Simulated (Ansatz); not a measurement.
# CdH2S2: complex band structure, part 3 of 4

A new crystal, CdH2S2: structure, gap and complex bands. It is built by putting S for O in the CdH2O2 structure of space group P1, with the volume rescaled by atomic radii. The parent structure comes from the Materials Project.

Ansatz 0.2.0; LDA DFT, plane waves, PAW files (the session's first sound run).

So far, gap on the k-mesh (eV): step 3 (band edges) 1.83.

The structure was built from a prototype and need not be the compound's stable phase.

### 5. Decaying states in the gap, plane (100), k-mesh 4×4×6

Level of this step: LDA DFT, plane waves, PAW files; complex bands by layer matching along the plane's normal (Ansatz).

The same for the (100) plane, at (0, 0) and (0, -0.5), to see how the decay depends on direction.

File input.yaml:

```yaml
crystal:
  lattice:
    - [6.585509063, 0.0, 0.0]
    - [-3.307767225, 6.388728973, 0.0]
    - [0.033070441, -1.192900987, 3.718440172]
  atoms:
    - { symbol: Cd, position: [0.1409870144, 0.2971882081, 0.16756754] }
    - { symbol: Cd, position: [0.850131396, 0.7156743476, 0.8770460577] }
    - { symbol: H, position: [0.6625685761, 0.0064639081, 0.5829234285] }
    - { symbol: H, position: [0.3445191519, 0.0064560968, 0.3619656344] }
    - { symbol: H, position: [0.3645853511, 0.7049059804, 0.8637067789] }
    - { symbol: H, position: [0.6661988155, 0.3079252528, 0.1654284076] }
    - { symbol: S, position: [0.8679922001, 0.0064141383, 0.5337979177] }
    - { symbol: S, position: [0.3043971294, 0.0063886104, 0.0193741506] }
    - { symbol: S, position: [0.4050661099, 0.5260639542, 0.7791939839] }
    - { symbol: S, position: [0.8854342555, 0.4867645034, 0.2598061005] }
kpoints:
  mp_grid: { grid: [4, 4, 6] }
scf:
  occupations: { method: fixed }
hamiltonian:
  xc: lda
output:
  eigenvalues: true
  transmission:
    leads: [[0, 0]]
    kpoints: [[0.0, 0.0], [0.0, -0.5]]
    e_range: [-1.0, 2.83]
    de: 0.08
```

Command:

```bash
> ansatz run input.yaml --threads 2 --pin off --max-ram 4096MiB --backend cpu --events-out ev --progress --plain --runs-dir out
```

Numbers of over 12 decimals in the logs are rounded to 6 here.

Output:

```text
[...]
Crystal: 10 atoms, lattice volume = 156.446 Å³
Basis set: ecut = 420 eV, 3039 PW (Γ)
Bands: 44, of which v1, the nominal top of the filled ones, is band 34 counted from 1 (33 counted from 0)
Symmetry: 1 space group operations
[...]
k-points: 52 of 96 (time reversal used)
[...]
SCF iter   1: F=—  HF=-19779.461855 eV  |F-HF|=—  |Δ(HF+E_count)|=         —  Δρ=9.35e-3  dr2=1.16e-1  ethr=1.77e-3  ⟨swp⟩=4.8  Hψ=7597  notcnv=0  defer=366
[...]
SCF iter   7: F=-19779.424219 eV  HF=-19779.424219 eV  |F-HF|=2.45e-9  |Δ(HF+E_count)|=   7.84e-9  Δρ=5.47e-6  dr2=5.28e-8  ethr=1.47e-10  ⟨swp⟩=10.6  Hψ=9754  notcnv=0
SCF 1 converged in 7 iterations: F = -19779.424219 eV  dr2 = 5.28e-8
[...]
transmission: 5 of 10 steps passed
transmission: 10 of 10 steps passed
SCF converged after 7 iterations
Free energy (F): -19779.424219 eV
[...]
Internal energy: -19779.424219 eV  (E = F + TS)
E sigma→0 (E₀):  -19779.424219 eV
Fermi energy:    5.513784 eV
[...]
--- Band table (eV; the first three rows and the last of 52) ---
  k-point 0: bands = [... 30 lower, 4.5416, 4.8022, 4.9151, 5.4585, 7.3418, 8.2200, 9.0570, 9.6015, ... 6 higher]
  k-point 1: bands = [... 30 lower, 4.4220, 4.7557, 5.1572, 5.4040, 8.4247, 8.9820, 9.5638, 9.9529, ... 6 higher]
  k-point 2: bands = [... 30 lower, 3.9518, 4.4085, 5.0258, 5.3749, 8.9553, 9.7524, 10.3131, 10.6074, ... 6 higher]
  k-point 51: bands = [... 30 lower, 4.0206, 4.4554, 4.8329, 5.3387, 8.2561, 9.0988, 9.2633, 10.0571, ... 6 higher]
--- Transmission ---
  basis      : 361 plane waves across, 5 finite elements along
  points     : 2, as listed
[...]
crystal 0  : S4H4Cd2, at the sites [0, 0], period 3.7184 Å: whole cells are its period
[...]
channels       : 0.000000e0 a spin
[...]
slowest decay  : 0.1848 /Å at (0.0000, 0.0000)
```

The job ended after 77 s (2 threads of Intel Xeon Platinum 8488C (Sapphire Rapids), shared host; peak memory 1.3 GiB).

Numbers from this step:

```
decay constant at the filling level, zone centre          : 0.1848 Å⁻¹
decay constant at the filling level, slowest listed point : 0.1848 Å⁻¹
```

K parallel (0, 0); values up to 1.5 1/Å, a degenerate pair printed once or twice; energies at which all values exceed this have no row. Table of Im kz of the slowest decaying states by energy, zero at the highest filled level on the SCF mesh:

```
energy (eV)  decay 1 (Å⁻¹)  decay 2 (Å⁻¹)  decay 3 (Å⁻¹)  decay 4 (Å⁻¹)
      -1.00         0.0310         0.0403          0.202          0.238
      -0.84         0.0618         0.0693          0.260          0.376
      -0.68         0.0493          0.293          0.430          0.663
      -0.52         0.0399          0.301          0.443          0.674
      -0.36         0.0624          0.301          0.435          0.686
      -0.28         0.0710          0.300          0.431          0.692
      -0.12          0.295          0.428          0.703          0.903
      -0.04         0.0423         0.0605          0.117          0.293
       0.04         0.0974          0.168          0.245          0.292
       0.20          0.144          0.238          0.289          0.387
       0.36          0.170          0.288          0.296          0.419
       0.52          0.183          0.288          0.349          0.402
       0.68          0.189          0.290          0.390          0.401
       0.84          0.188          0.292          0.373          0.450
       0.92          0.185          0.293          0.366          0.473
       1.08          0.176          0.293          0.354          0.517
       1.24          0.162          0.289          0.344          0.559
       1.40          0.142          0.281          0.338          0.602
       1.56          0.116          0.269          0.333          0.593
       1.72         0.0753          0.253          0.328          0.554
       1.88          0.236          0.323          0.509          0.604
       2.04          0.215          0.317          0.461          0.597
       2.12          0.203          0.313          0.436          0.593
       2.28          0.176          0.306          0.387          0.584
       2.44          0.142          0.297          0.337          0.572
       2.60         0.0911          0.283          0.287          0.559
       2.76          0.222          0.267          0.281          0.524
```

K parallel (0, 0). Re kz of states that move upwards against energy, zero at the highest filled level on the SCF mesh:

```
energy (eV)  channel 1 (Å⁻¹)  channel 2 (Å⁻¹)  channel 3 (Å⁻¹)  channel 4 (Å⁻¹)
      -1.00           -0.460           -0.186                -                -
      -0.76           -0.703           -0.282                -                -
      -0.44           -0.542            0.143                -                -
      -0.20           -0.415            0.471                -                -
      -0.04                -                -                -                -
       0.04                -                -                -                -
       0.36                -                -                -                -
       0.60                -                -                -                -
       0.92                -                -                -                -
       1.16                -                -                -                -
       1.40                -                -                -                -
       1.72                -                -                -                -
       1.96           0.0864                -                -                -
       2.20            0.150                -                -                -
       2.52            0.213                -                -                -
       2.76           0.0666            0.256                -                -
```

K parallel (0, -0.5); values up to 1.5 1/Å, a degenerate pair printed once or twice; energies at which all values exceed this have no row. The Im kz of the slowest decaying states by energy, zero at the highest filled level on the SCF mesh:

```
energy (eV)  decay 1 (Å⁻¹)  decay 2 (Å⁻¹)  decay 3 (Å⁻¹)  decay 4 (Å⁻¹)
      -1.00         0.0572          0.289          0.296          0.369
      -0.84          0.300          0.304          0.456          0.688
      -0.68         0.0821          0.310          0.387          0.516
      -0.52          0.319          0.427          0.568          0.697
      -0.36          0.325          0.455          0.482          0.698
      -0.28          0.327          0.466          0.469          0.698
      -0.12         0.0948          0.330          0.454          0.484
      -0.04         0.0264          0.164          0.331          0.450
       0.04         0.0509          0.103          0.176          0.243
       0.20          0.110          0.169          0.198          0.332
       0.36          0.143          0.210          0.220          0.329
       0.52          0.167          0.238          0.241          0.325
       0.68          0.185          0.254          0.266          0.320
       0.84          0.200          0.266          0.286          0.313
       0.92          0.206          0.271          0.295          0.309
       1.08          0.217          0.280          0.301          0.311
       1.24          0.226          0.288          0.291          0.325
       1.40          0.232          0.280          0.292          0.337
       1.56          0.235          0.269          0.296          0.348
       1.72          0.233          0.260          0.298          0.359
       1.88          0.223          0.255          0.299          0.369
       2.04          0.206          0.254          0.298          0.380
       2.12          0.195          0.254          0.297          0.379
       2.28          0.169          0.253          0.294          0.370
       2.44          0.136          0.252          0.289          0.360
       2.60         0.0882          0.250          0.281          0.321
       2.76          0.249          0.262          0.271          0.337
```

At the listed wavevectors the last open channel is at -0.04 eV and the next at +1.88 eV on the grid. At +0.92 eV, the grid energy nearest the filling level (the middle of the gap on the SCF mesh), the slowest state at the listed wavevectors decays with κ = 0.185 Å⁻¹, its amplitude falling by e over 5.4 Å; the first such run, plane (010), gave 0.193 Å⁻¹.

### 6. Band edges at another level, cutoff 500 eV

This step: r2SCAN DFT, plane waves, PAW files (Ansatz 0.2.0).

The edges again with r2SCAN, at the same atoms. Against that run the cutoff is 500 eV against 420.

File input.yaml:

```yaml
crystal:
  lattice:
    - [3.9048123031, 0.0576675209, -0.0043660485]
    - [-0.0414975423, 6.585361842, -0.0147303863]
    - [-1.9240976959, -3.3063370602, 6.0928782363]
  atoms:
    - { symbol: Cd, position: [0.16756754, 0.1409870144, 0.2971882081] }
    - { symbol: Cd, position: [0.8770460577, 0.850131396, 0.7156743476] }
    - { symbol: H, position: [0.5829234285, 0.6625685761, 0.0064639081] }
    - { symbol: H, position: [0.3619656344, 0.3445191519, 0.0064560968] }
    - { symbol: H, position: [0.8637067789, 0.3645853511, 0.7049059804] }
    - { symbol: H, position: [0.1654284076, 0.6661988155, 0.3079252528] }
    - { symbol: S, position: [0.5337979177, 0.8679922001, 0.0064141383] }
    - { symbol: S, position: [0.0193741506, 0.3043971294, 0.0063886104] }
    - { symbol: S, position: [0.7791939839, 0.4050661099, 0.5260639542] }
    - { symbol: S, position: [0.2598061005, 0.8854342555, 0.4867645034] }
kpoints:
  mp_grid: { grid: [6, 4, 4] }
  band_path: { path: [VBM, CBM], npoints: 30 }
scf:
  occupations: { method: fixed }
hamiltonian:
  xc: r2scan
output:
  eigenvalues: true
```

Output:

```text
[...]
Crystal: 10 atoms, lattice volume = 156.446 Å³
Basis set: ecut = 500 eV, 3941 PW (Γ), exchange–correlation on 120×200×216 points (64 copies of the dense FFT grid, shifted against one another)
Bands: 44, of which v1, the nominal top of the filled ones, is band 34 counted from 1 (33 counted from 0)
Symmetry: 1 space group operations
[...]
k-points: 52 of 96 (time reversal used)
[...]
SCF iter   1: F=—  HF=-20227.296562 eV  |F-HF|=—  |Δ(HF+E_count)|=         —  Δρ=5.98e-3  dr2=3.27e-2  dr2_τ=9.37e-2  ethr=1.77e-3  ⟨swp⟩=4.4  Hψ=7708  notcnv=0  defer=357
[...]
SCF iter   7: F=-20227.256533 eV  HF=-20227.256533 eV  |F-HF|=2.93e-9  |Δ(HF+E_count)|=   4.03e-8  Δρ=4.11e-6  dr2=2.67e-8  dr2_τ=1.38e-9  ethr=1.47e-10  ⟨swp⟩=10.9  Hψ=10337  notcnv=0
SCF 1 converged in 7 iterations: F = -20227.256533 eV  dr2 = 2.67e-8
[...]
SCF converged after 7 iterations
Free energy (F): -20227.256533 eV
[...]
Internal energy: -20227.256533 eV  (E = F + TS)
E sigma→0 (E₀):  -20227.256533 eV
Fermi energy:    5.434623 eV
[...]
--- Band table (eV; the first three rows and the last of 52) ---
  k-point 0: bands = [... 30 lower, 4.4825, 4.7666, 4.9062, 5.3905, 8.1594, 8.8038, 9.7633, 10.0572, ... 6 higher]
  k-point 1: bands = [... 30 lower, 4.3900, 4.9303, 5.2688, 5.4042, 8.6985, 9.0520, 9.7597, 10.6407, ... 6 higher]
  k-point 2: bands = [... 30 lower, 4.3019, 5.1861, 5.3221, 5.4346, 8.7353, 9.9222, 10.2475, 10.5583, ... 6 higher]
  k-point 51: bands = [... 30 lower, 3.9919, 4.4340, 4.8362, 5.2907, 8.8939, 9.6583, 9.9155, 10.7358, ... 6 higher]
```

Wall time 3.8 min (2 threads); peak memory 1 GiB.

This step gave:

```
free energy        : -20227.2565 eV
Fermi energy       : 5.435 eV
gap on the k-mesh  : 2.725 eV
gap on path        : 2.725 eV, by band count; negative where bands overlap
direct gap on path : 2.769 eV
```

Electronic bands along the path, in eV, zero at the Fermi level (highest filled level under fixed occupations); v1 is the highest filled band, c1 the lowest empty one:

```
  point     v4     v3     v2     v1    c1    c2    c3    c4
    VBM  -1.13  -0.25  -0.11   0.00  3.30  4.49  4.81  5.12
halfway  -1.04  -0.50  -0.17  -0.03  3.26  3.62  4.33  5.21
    CBM  -0.95  -0.67  -0.53  -0.04  2.72  3.37  4.33  4.62
```

The searched edges give 2.72 eV, as on the mesh.

Between step 3 and this run (r2SCAN and cutoff 500 eV) the value for the gap on the k-mesh moves from 1.83 eV to 2.72 eV.

### 7. Complex bands at another level, cutoff 500 eV

This step: r2SCAN DFT, plane waves, PAW files; complex bands by layer matching along the plane's normal (Ansatz 0.2.0).

The complex bands at that level, over its own gap, at (0, 0) and (-0.5, 0).

File input.yaml:

```yaml
crystal:
  lattice:
    - [7.194246444, 0.0, 0.0]
    - [-1.074540673, 3.754499443, 0.0]
    - [-3.02788224, -0.808575677, 5.791982747]
  atoms:
    - { symbol: Cd, position: [0.2971882081, 0.16756754, 0.1409870144] }
    - { symbol: Cd, position: [0.7156743476, 0.8770460577, 0.850131396] }
    - { symbol: H, position: [0.0064639081, 0.5829234285, 0.6625685761] }
    - { symbol: H, position: [0.0064560968, 0.3619656344, 0.3445191519] }
    - { symbol: H, position: [0.7049059804, 0.8637067789, 0.3645853511] }
    - { symbol: H, position: [0.3079252528, 0.1654284076, 0.6661988155] }
    - { symbol: S, position: [0.0064141383, 0.5337979177, 0.8679922001] }
    - { symbol: S, position: [0.0063886104, 0.0193741506, 0.3043971294] }
    - { symbol: S, position: [0.5260639542, 0.7791939839, 0.4050661099] }
    - { symbol: S, position: [0.4867645034, 0.2598061005, 0.8854342555] }
kpoints:
  mp_grid: { grid: [4, 6, 4] }
scf:
  occupations: { method: fixed }
hamiltonian:
  xc: r2scan
output:
  eigenvalues: true
  transmission:
    leads: [[0, 0]]
    kpoints: [[0.0, 0.0], [-0.5, 0.0]]
    e_range: [-1.0, 3.72]
    de: 0.12
```

Output:

```text
[...]
Crystal: 10 atoms, lattice volume = 156.446 Å³
Basis set: ecut = 500 eV, 3941 PW (Γ), exchange–correlation on 216×120×200 points (64 copies of the dense FFT grid, shifted against one another)
Bands: 44, of which v1, the nominal top of the filled ones, is band 34 counted from 1 (33 counted from 0)
Symmetry: 1 space group operations
[...]
k-points: 52 of 96 (time reversal used)
[...]
SCF iter   1: F=—  HF=-20227.296555 eV  |F-HF|=—  |Δ(HF+E_count)|=         —  Δρ=5.98e-3  dr2=3.27e-2  dr2_τ=9.37e-2  ethr=1.77e-3  ⟨swp⟩=4.4  Hψ=7689  notcnv=0  defer=358
[...]
SCF iter   7: F=-20227.256533 eV  HF=-20227.256533 eV  |F-HF|=3.17e-9  |Δ(HF+E_count)|=   4.01e-8  Δρ=4.12e-6  dr2=2.68e-8  dr2_τ=1.38e-9  ethr=1.47e-10  ⟨swp⟩=11.0  Hψ=10330  notcnv=0
SCF 1 converged in 7 iterations: F = -20227.256533 eV  dr2 = 2.68e-8
[...]
transmission: 8 of 16 steps passed
transmission: 16 of 16 steps passed
SCF converged after 7 iterations
Free energy (F): -20227.256533 eV
[...]
Internal energy: -20227.256533 eV  (E = F + TS)
E sigma→0 (E₀):  -20227.256533 eV
Fermi energy:    5.434623 eV
[...]
--- Band table (eV; the first three rows and the last of 52) ---
  k-point 0: bands = [... 30 lower, 4.4825, 4.7666, 4.9062, 5.3905, 8.1594, 8.8038, 9.7633, 10.0572, ... 6 higher]
  k-point 1: bands = [... 30 lower, 4.4452, 4.6191, 4.9364, 5.4011, 8.7575, 9.2887, 9.8414, 10.2496, ... 6 higher]
  k-point 2: bands = [... 30 lower, 4.1650, 4.7345, 4.9216, 5.4058, 9.0539, 9.8540, 10.1764, 10.7520, ... 6 higher]
  k-point 51: bands = [... 30 lower, 3.9919, 4.4340, 4.8362, 5.2907, 8.8939, 9.6583, 9.9155, 10.7358, ... 6 higher]
--- Transmission ---
  basis      : 279 plane waves across, 8 finite elements along
  points     : 2, as listed
[...]
crystal 0  : H4Cd2S4, at the sites [0, 0], period 5.7920 Å: whole cells are its period
[...]
channels       : 0.000000e0 a spin
[...]
slowest decay  : 0.2440 /Å at (0.0000, 0.0000)
```

Wall time 68 s (2 threads); peak memory 1.3 GiB.

This step gave:

```yaml
level_to_which_the_leads_are_filled: 1.362 eV from the Fermi level
decay_constant_at_the_filling_level_zone_centre: 0.2440 Å⁻¹
decay_constant_at_the_filling_level_slowest_listed_point: 0.244 Å⁻¹
```

K parallel (0, 0); values up to 1.5 1/Å, a degenerate pair printed once or twice; energies at which all values exceed this have no row. Im kz of the slowest decaying states against energy, zero at the highest filled level on the SCF mesh:

```
energy (eV)  decay 1 (Å⁻¹)  decay 2 (Å⁻¹)  decay 3 (Å⁻¹)  decay 4 (Å⁻¹)
      -1.00        0.00231          0.139          0.541          0.637
      -0.76         0.0985          0.308          0.500          0.919
      -0.52          0.215          0.242          0.281          0.482
      -0.28          0.183          0.311          0.373          0.455
      -0.04          0.226          0.282          0.337          0.734
       0.20          0.264          0.347          0.528          0.812
       0.44          0.297          0.338          0.637          0.800
       0.68          0.292          0.341          0.719          0.766
       0.92          0.271          0.366          0.728          0.792
       1.16          0.257          0.384          0.685          0.753
       1.40          0.244          0.398          0.632          0.737
       1.52          0.237          0.406          0.601          0.735
       1.76          0.219          0.425          0.522          0.732
       2.00          0.197          0.427          0.448          0.730
       2.24          0.168          0.382          0.441          0.727
       2.48          0.125          0.346          0.423          0.724
       2.72         0.0181          0.306          0.400          0.720
       2.96          0.252          0.372          0.649          0.715
       3.20          0.168          0.338          0.585          0.708
       3.44          0.300          0.522          0.701          0.725
       3.68          0.111          0.265          0.455          0.692
```

K parallel (-0.5, 0); values up to 1.5 1/Å, a degenerate pair printed once or twice; energies at which all values exceed this have no row. The Im kz of the slowest decaying states by energy, zero at the highest filled level on the SCF mesh:

```
energy (eV)  decay 1 (Å⁻¹)  decay 2 (Å⁻¹)  decay 3 (Å⁻¹)  decay 4 (Å⁻¹)
      -1.00          0.160          0.185          0.190          0.489
      -0.64          0.113          0.307          0.543          0.855
      -0.28          0.193          0.368          0.573          0.870
      -0.04          0.106          0.236          0.272          0.294
       0.32          0.237          0.288          0.352          0.412
       0.68          0.299          0.318          0.417          0.442
       1.04          0.339          0.340          0.431          0.485
       1.40          0.356          0.366          0.432          0.519
       1.64          0.364          0.379          0.428          0.536
       2.00          0.374          0.388          0.416          0.554
       2.36          0.372          0.382          0.410          0.538
       2.72          0.322          0.392          0.409          0.477
       2.96          0.264          0.407          0.412          0.578
       3.32          0.365          0.399          0.581          0.654
       3.68          0.182          0.343          0.387          0.572
```

At the listed wavevectors the last open channel is at -0.04 eV and the next at +2.84 eV on the grid. At +1.40 eV, the grid energy nearest the filling level (the middle of the gap on the SCF mesh), the slowest state at the listed wavevectors decays with κ = 0.244 Å⁻¹, its amplitude falling by e over 4.1 Å; the first such run, plane (010), gave 0.193 Å⁻¹ over as many of its listed wavevectors.

[end of part 3 of 4]

[Logs are printed without paths, hosts, clocks, repeated set-up lines and the standing remarks that a program may print on its own settings, such as how far it seeks lower states.]

[Hosts, paths, dates, database ids (printed as entryN), source tags and the programs' standing remarks are cut or masked in the printed files.]

[New means built here by substitution; the compound itself may be known and measured.]
